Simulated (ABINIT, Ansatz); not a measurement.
# PNO (Cc): bands and cutoff in G0W0 with ABINIT

What does each rung of G0W0 on PNO (Cc) cost, and what does it buy?

Main program and level: ABINIT 10.8.3; LDA and many-body steps on it, plane waves.

## 1. Set-up

It takes space group Cc (No. 9, monoclinic). The conventional cell has a = 6.556 Å, b = 6.572 Å, c = 4.620 Å, α = 90.00°, β = 130.96°, γ = 90.00°. P has 2 N at 1.55 Å and 2 O at 1.60 Å nearest. N has 2 P at 1.55 Å nearest. Nearest to O lie 2 P at 1.60 Å. Farther neighbours and most contacts between anions are not listed.

The cell and positions are those that the Materials Project relaxed with its own functionals (PBE, PBE+U or r2SCAN), kept fixed.

## 2. Empty states on the mesh, 2×2×4 mesh, 150 bands

This step: ABINIT 10.8.3; DFT, LDA, plane waves, norm-conserving pseudopotentials.

The sums over transitions need many empty states on a uniform mesh; this step solves for them.

File run.abi:

```
acell 3*1.0 Angstrom
rprim 
  3.278002254000 -3.286113380400 0.000000000000
  3.278002254000 3.286113380400 0.000000000000
  -3.028551860300 0.000000000000 3.488865954800
ntypat 3
znucl 15 7 8
natom 6
typat 1 1 2 2 3 3
xred 
  0.730409600000 0.010313920000 0.000167090000
  0.010313920000 0.730409600000 0.500167090000
  0.742864730000 0.382544620000 0.249632690000
  0.382544620000 0.742864730000 0.749632690000
  0.883089610000 0.000777520000 0.750200220000
  0.000777520000 0.883089610000 0.250200220000
pp_dirpath "pseudos"
pseudos "P.upf, N.upf, O.upf"
ecut 36
ngkpt 2 2 4
nshiftk 1
shiftk 0 0 0
kptopt 1
chksymbreak 0
iscf -2
irdden 1
istwfk *1
nband 150
nbdbuf 12
tolwfr 1e-09
nstep 60
prtvol 0
indata_prefix "in"
outdata_prefix "out"
tmpdata_prefix "tmp"
```

Command:

```
$ OMP_NUM_THREADS=1 mpirun -n 4 abinit run.abi > log
```

Numbers of over 12 decimals in the logs are rounded to 6 here.

Output:

```text
.Version 10.8.3 of ABINIT. v10.8.2 released Aug 2026.

 Symmetries : space group Cc (#  9); Bravais mC (1-face-center monocl.)
[... echo of the input left out ...]
== DATASET  1 ==================================================================
-   mpi_nproc: 4, omp_nthreads: 1 (-1 if OMP is not activated)

--- !DatasetInfo
iteration_state: {dtset: 1, }
dimensions: {natom: 6, nkpt: 9, mband: 150, nsppol: 1, nspinor: 1, nspden: 1, mpw: 5252, }
cutoff_energies: {ecut:  36.0, pawecutdg:  -1.0, }
[...]
2.61169    2.61357    2.64988    2.65323    2.66884    2.68213    2.69809    2.70208
   2.72235    2.74374    2.76926    2.77112    2.79389    2.79885    2.84312    2.84834
   2.86835    2.87133    2.89522    2.90061    2.92729    2.93079
 prteigrs : prtvol=0 or 1, do not print more k-points.

== END DATASET(S) ==============================================================
================================================================================

 -outvars: echo values of variables after computation  --------
            nband         150
             nkpt           9
          spgroup           9
 [... the other variables as echoed above ...]

 Calculation completed.
```

Elapsed: 2.1 min, on 4 MPI ranks of Arm Neoverse N1, shared host; peak memory 0.4 GiB.

Numbers from this step:

```
gap                                                           : 5.021 eV
k of the valence top                                          : 0.5, 0.5, 0
k of the conduction bottom                                    : 0, 0, 0
least direct gap                                              : 5.560 eV
k points computed                                             : 9
lowest point of the top converged band, above the valence top : 72.5722 eV
```

On this mesh the gap is 5.021 eV.

The density comes from a self-consistent run that is not shown.

## 3. Screening, 2×2×4 mesh, 31 bands, screening to 62.6 eV

The RPA dielectric matrix is built and inverted for each q.

This step: RPA screening on LDA, plane waves, norm-conserving pseudopotentials.

Changes to run.abi since step 2:

```diff
@@ -24,10 +24,11 @@
 chksymbreak 0
-iscf -2
-irdden 1
 istwfk *1
-nband 150
-nbdbuf 12
-tolwfr 1e-09
-nstep 60
-prtvol 0
+occopt 1
+irdwfk 1
+optdriver 3
+nband 31
+ecuteps 2.3
+inclvkb 2
+awtr 1
+symchi 1
 indata_prefix "in"
```

Output:

```text
.Version 10.8.3 of ABINIT. v10.8.2 released Aug 2026.

 Symmetries : space group Cc (#  9); Bravais mC (1-face-center monocl.)
[... echo of the input left out ...]
== DATASET  1 ==================================================================
-   mpi_nproc: 4, omp_nthreads: 1 (-1 if OMP is not activated)

--- !DatasetInfo
iteration_state: {dtset: 1, }
dimensions: {natom: 6, nkpt: 9, mband: 31, nsppol: 1, nspinor: 1, nspden: 1, mpw: 5252, }
cutoff_energies: {ecut:  36.0, pawecutdg:  -1.0, }
electrons: {nelect:   3.20000000E+01, charge:   0.00000000E+00, occopt:   1.00000000E+00, tsmear:   1.00000000E-02, }

 SCREENING: Calculation of the susceptibility and dielectric matrices

 Based on a program developped by R.W. Godby, V. Olevano, G. Onida, and L. Reining.
 Incorporated in ABINIT by V. Olevano, G.-M. Rignanese, and M. Torrent.
.Using double precision arithmetic ; gwpc =  8

[... cell and pseudopotentials left out ...]
--------------------------------------------------------------------------------

 ==== K-mesh for the wavefunctions ====
 Number of points in the irreducible wedge :     9
[... list of points left out ...]
 Together with  2 symmetry operations and time-reversal symmetry
 yields    16 points in the full Brillouin Zone.

 ==== Q-mesh for the screening function ====
 Number of points in the irreducible wedge :     9
[... list of points left out ...]
 Together with  2 symmetry operations and time-reversal symmetry
 yields    16 points in the full Brillouin Zone.

 setmesh: FFT mesh size selected  =    25x   25x   24
          total number of points  =        15000

 vcoul_init : cutoff-mode = AUXILIARY_FUNCTION
 q-points for optical limit:   1
     1)      0.000010    0.000020    0.000030

- screening: taking advantage of time-reversal symmetry
- Maximum band index for partially occupied states nbvw = 16
- Remaining bands to be divided among processors   nbcw = 15
- Number of bands treated by each node ~3

 Number of electrons calculated from density =   32.0000; Expected =   32.0000
 average of density, n =  0.063088
 r_s =    1.5583
 omega_plasma =   24.2287 [eV]

 calculating chi0 at frequencies [eV] :
  1    0.000000E+00    0.000000E+00
  2    0.000000E+00    2.422865E+01

--------------------------------------------------------------------------------
  q-point number  1        q = ( 0.000000, 0.000000, 0.000000) [r.l.u.]
--------------------------------------------------------------------------------
[... chi0 elements left out ...]
 For q-point:  0.000010 0.000020 0.000030
  dielectric constant =   3.1503
  dielectric constant without local fields =   3.3508

  Average fulfillment of the sum rule on Im[epsilon] for q-point    1 :     19.91  [%]
[... wings left out ...]
  q-point number  2        q = ( 0.500000, 0.000000, 0.000000) [r.l.u.]
--------------------------------------------------------------------------------
[... chi0 elements left out ...]
  Average fulfillment of the sum rule on Im[epsilon] for q-point    2 :     31.54  [%]

 [... 7 further q-points ...]
```

It took 10 s on 4 MPI ranks; peak memory 0.65 GiB; 41 s of CPU time.

This step gave:

* ε∞ with local fields, on this mesh, along the program's q direction: 3.150
* the same without local fields: 3.351
* plasma frequency: 24.23 eV
* plane waves in the screening matrix: 75

Local fields lower ε∞ by 6 %. On a Γ-centred mesh this coarse the value itself is usually too large, while a short band sum pulls it down.

## 4. 31 bands, 62.6 eV

The self-energy is evaluated for the states that the input lists, and the levels follow from it, in one-shot runs by the linearised quasiparticle equation.

This step: G0W0 on LDA, plane waves, norm-conserving pseudopotentials.

Changes to run.abi since step 3:

```diff
@@ -27,8 +27,17 @@
 irdwfk 1
-optdriver 3
+optdriver 4
 nband 31
+gwcalctyp 0
+ecutsigx 36
+symsigma 1
+nkptgw 2
+kptgw 
+  0.5000000000 0.5000000000 0.0000000000
+  0.0000000000 0.0000000000 0.0000000000
+bdgw 
+  15 18
+  15 18
 ecuteps 2.3
-inclvkb 2
-awtr 1
-symchi 1
+irdscr 1
+ppmodel 1
 indata_prefix "in"
```

Output:

```text
.Version 10.8.3 of ABINIT. v10.8.2 released Aug 2026.

 Symmetries : space group Cc (#  9); Bravais mC (1-face-center monocl.)
[... echo of the input left out ...]
== DATASET  1 ==================================================================
-   mpi_nproc: 4, omp_nthreads: 1 (-1 if OMP is not activated)

--- !DatasetInfo
iteration_state: {dtset: 1, }
dimensions: {natom: 6, nkpt: 9, mband: 31, nsppol: 1, nspinor: 1, nspden: 1, mpw: 5252, }
cutoff_energies: {ecut:  36.0, pawecutdg:  -1.0, }
electrons: {nelect:   3.20000000E+01, charge:   0.00000000E+00, occopt:   1.00000000E+00, tsmear:   1.00000000E-02, }

 SIGMA: Calculation of the GW corrections

 Based on a program developped by R.W. Godby, V. Olevano, G. Onida, and L. Reining.
 Incorporated in ABINIT by V. Olevano, G.-M. Rignanese, and M. Torrent.
.Using double precision arithmetic ; gwpc =  8

[... cell and pseudopotentials left out ...]
--------------------------------------------------------------------------------

 ==== K-mesh for the wavefunctions ====
 Number of points in the irreducible wedge :     9
[... list of points left out ...]
 Together with  2 symmetry operations and time-reversal symmetry
 yields    16 points in the full Brillouin Zone.

 ==== Q-mesh for screening function ====
 Number of points in the irreducible wedge :     9
[... list of points left out ...]
 Together with  2 symmetry operations and time-reversal symmetry
 yields    16 points in the full Brillouin Zone.

 vcoul_init : cutoff-mode = AUXILIARY_FUNCTION
 q-points for optical limit:   1
     1)      0.000010    0.000020    0.000030
 setmesh: FFT mesh size selected  =    45x   45x   36
          total number of points  =        72900

 Number of electrons calculated from density =   32.0000; Expected =   32.0000
 average of density, n =  0.063088
 r_s =    1.5583
 omega_plasma =   24.2287 [eV]

 === KS Band Gaps ===
  >>>> For spin  1
   Minimum direct gap =   5.5601 [eV], located at k-point      :   0.0000  0.0000  0.0000
   Fundamental gap    =   5.0215 [eV], Top of valence bands at :   0.5000  0.5000  0.0000
                                       Bottom of conduction at :   0.0000  0.0000  0.0000
 SIGMA fundamental parameters:
 PLASMON POLE MODEL  1
 number of plane-waves for SigmaX                 5209
 number of plane-waves for SigmaC and W             75
 number of plane-waves for wavefunctions          5209
 number of bands                                    31
 number of independent spin polarizations            1
 number of spinorial components                      1
 number of k-points in IBZ                           9
 number of q-points in IBZ                           9
 number of symmetry operations                       2
 number of k-points in BZ                           16
 number of q-points in BZ                           16
 number of frequencies for dSigma/dE                 9
 frequency step for dSigma/dE [eV]                0.25
 number of omega for Sigma on real axis              0
 max omega for Sigma on real axis  [eV]           0.00
 zcut for avoiding poles [eV]                     0.10

 EPSILON^-1 parameters (SCR file):
 dimension of the eps^-1 matrix on file             75
 dimension of the eps^-1 matrix used                75
 number of plane-waves for wavefunctions          5209
 number of bands                                    31
 number of q-points in IBZ                           9
 number of frequencies                               2
 number of real frequencies                          1
 number of imag frequencies                          1

 matrix elements of self-energy operator (all in [eV])

 Perturbative Calculation

--- !SelfEnergy_ee
iteration_state: {dtset: 1, }
kpoint     : [   0.500,    0.500,    0.000, ]
spin       : 1
KS_gap     :    5.743
QP_gap     :    8.633
Delta_QP_KS:    2.890
data: !SigmaeeData |
     Band     E0 <VxcDFT>   SigX SigC(E0)      Z dSigC/dE  Sig(E)    E-E0       E
       15   1.395 -16.439 -20.301   3.697   0.816  -0.226 -16.574  -0.135   1.260
       16   2.000 -17.206 -21.165   3.813   0.815  -0.228 -17.325  -0.119   1.881
       17   7.743 -13.690  -7.854  -2.571   0.849  -0.178 -10.919   2.771  10.514
       18   9.003 -13.272  -7.324  -2.673   0.849  -0.178 -10.491   2.782  11.785

--- !SelfEnergy_ee
iteration_state: {dtset: 1, }
kpoint     : [   0.000,    0.000,    0.000, ]
spin       : 1
KS_gap     :    5.560
QP_gap     :    8.376
Delta_QP_KS:    2.816
data: !SigmaeeData |
     Band     E0 <VxcDFT>   SigX SigC(E0)      Z dSigC/dE  Sig(E)    E-E0       E
       15   1.407 -16.901 -20.988   3.767   0.815  -0.226 -17.162  -0.261   1.147
       16   1.461 -16.630 -20.779   3.797   0.815  -0.228 -16.917  -0.287   1.174
       17   7.021 -12.331  -6.984  -2.389   0.855  -0.169  -9.802   2.529   9.551
       18   7.447 -12.883  -7.584  -2.736   0.857  -0.167 -10.687   2.196   9.644

== END DATASET(S) ==============================================================
================================================================================

 -outvars: echo values of variables after computation  --------
           etotal      0.0000000000E+00
            nband          31
             nkpt           9
          spgroup           9
 [... the other variables as echoed above ...]

 Calculation completed.
```

Run time: 5.3 s. Hardware: 4 MPI ranks; peak memory 0.2 GiB.

This step gave:

```
G0W0 gap on the points computed              : 7.67 eV
starting gap on the mesh                     : 5.021 eV
k of the valence top                         : 0.5, 0.5, 0
k of the conduction bottom                   : 0, 0, 0
Z at the valence top                         : 0.815
Z at the conduction bottom                   : 0.855
least direct G0W0 gap on the computed points : 8.377 eV
```

The gap on the mesh goes from 5.02 eV to 7.67 eV, a correction of +2.65 eV.

## 5. Screening, 2×2×4 mesh, 65 bands, screening to 114.3 eV

This step: RPA screening on LDA, plane waves, norm-conserving pseudopotentials.

Changes to run.abi since step 4:

```diff
@@ -27,17 +27,8 @@
 irdwfk 1
-optdriver 4
-nband 31
-gwcalctyp 0
-ecutsigx 36
-symsigma 1
-nkptgw 2
-kptgw 
-  0.5000000000 0.5000000000 0.0000000000
-  0.0000000000 0.0000000000 0.0000000000
-bdgw 
-  15 18
-  15 18
-ecuteps 2.3
-irdscr 1
-ppmodel 1
+optdriver 3
+nband 65
+ecuteps 4.2
+inclvkb 2
+awtr 1
+symchi 1
 indata_prefix "in"
```

Output:

```text
.Version 10.8.3 of ABINIT. v10.8.2 released Aug 2026.

 Symmetries : space group Cc (#  9); Bravais mC (1-face-center monocl.)
[... echo of the input left out ...]
== DATASET  1 ==================================================================
-   mpi_nproc: 4, omp_nthreads: 1 (-1 if OMP is not activated)

--- !DatasetInfo
iteration_state: {dtset: 1, }
dimensions: {natom: 6, nkpt: 9, mband: 65, nsppol: 1, nspinor: 1, nspden: 1, mpw: 5252, }
cutoff_energies: {ecut:  36.0, pawecutdg:  -1.0, }
electrons: {nelect:   3.20000000E+01, charge:   0.00000000E+00, occopt:   1.00000000E+00, tsmear:   1.00000000E-02, }

 SCREENING: Calculation of the susceptibility and dielectric matrices

 Based on a program developped by R.W. Godby, V. Olevano, G. Onida, and L. Reining.
 Incorporated in ABINIT by V. Olevano, G.-M. Rignanese, and M. Torrent.
.Using double precision arithmetic ; gwpc =  8

[... cell and pseudopotentials left out ...]
--------------------------------------------------------------------------------

 ==== K-mesh for the wavefunctions ====
 Number of points in the irreducible wedge :     9
[... list of points left out ...]
 Together with  2 symmetry operations and time-reversal symmetry
 yields    16 points in the full Brillouin Zone.

 ==== Q-mesh for the screening function ====
 Number of points in the irreducible wedge :     9
[... list of points left out ...]
 Together with  2 symmetry operations and time-reversal symmetry
 yields    16 points in the full Brillouin Zone.

 setmesh: FFT mesh size selected  =    27x   27x   24
          total number of points  =        17496

 vcoul_init : cutoff-mode = AUXILIARY_FUNCTION
 q-points for optical limit:   1
     1)      0.000010    0.000020    0.000030

- screening: taking advantage of time-reversal symmetry
- Maximum band index for partially occupied states nbvw = 16
- Remaining bands to be divided among processors   nbcw = 49
- Number of bands treated by each node ~12

 Number of electrons calculated from density =   32.0000; Expected =   32.0000
 average of density, n =  0.063088
 r_s =    1.5583
 omega_plasma =   24.2287 [eV]

 calculating chi0 at frequencies [eV] :
  1    0.000000E+00    0.000000E+00
  2    0.000000E+00    2.422865E+01

--------------------------------------------------------------------------------
  q-point number  1        q = ( 0.000000, 0.000000, 0.000000) [r.l.u.]
--------------------------------------------------------------------------------
[... chi0 elements left out ...]
 For q-point:  0.000010 0.000020 0.000030
  dielectric constant =   3.2360
  dielectric constant without local fields =   3.5209

  Average fulfillment of the sum rule on Im[epsilon] for q-point    1 :     44.46  [%]
[... wings left out ...]
  q-point number  2        q = ( 0.500000, 0.000000, 0.000000) [r.l.u.]
--------------------------------------------------------------------------------
[... chi0 elements left out ...]
  Average fulfillment of the sum rule on Im[epsilon] for q-point    2 :     54.66  [%]

 [... 7 further q-points ...]
```

The job ended after 28 s (4 MPI ranks; peak memory 0.76 GiB; 1.9 min of CPU time).

This step gave:

| Quantity | Value |
| --- | --- |
| ε∞ with local fields, on this mesh, along the program's q direction | 3.236 |
| the same without local fields | 3.521 |
| plasma frequency | 24.23 eV |
| plane waves in the screening matrix | 199 |

(Part 1 of 2 ends here.)

[Paths, hosts, dates, memory and timing lines, banners, echoed tables and standing remarks are left out of the program output.]

[Logs are printed without paths, hosts, clocks, repeated set-up lines and the standing remarks that a program may print on its own settings, such as how far it seeks lower states.]

[Runs of the session that timed out or met a known fault of the program may be left out.]

[No measured gap is set beside runs whose start may be inverted or whose files or cutoffs have a known fault.]

[Hosts, paths, dates, database ids (printed as entryN), source tags and the programs' standing remarks are cut or masked in the printed files.]

[G0W0 gaps are taken among the corrected bands and points alone; a level outside them can change the order at an edge.]

[Where Ansatz stands beside ABINIT at settings called matched, ABINIT's density can come from a denser mesh and the files from another edition; pairs whose starting gaps differed by over 0.03 eV were left out, so agreement reads better than it is.]
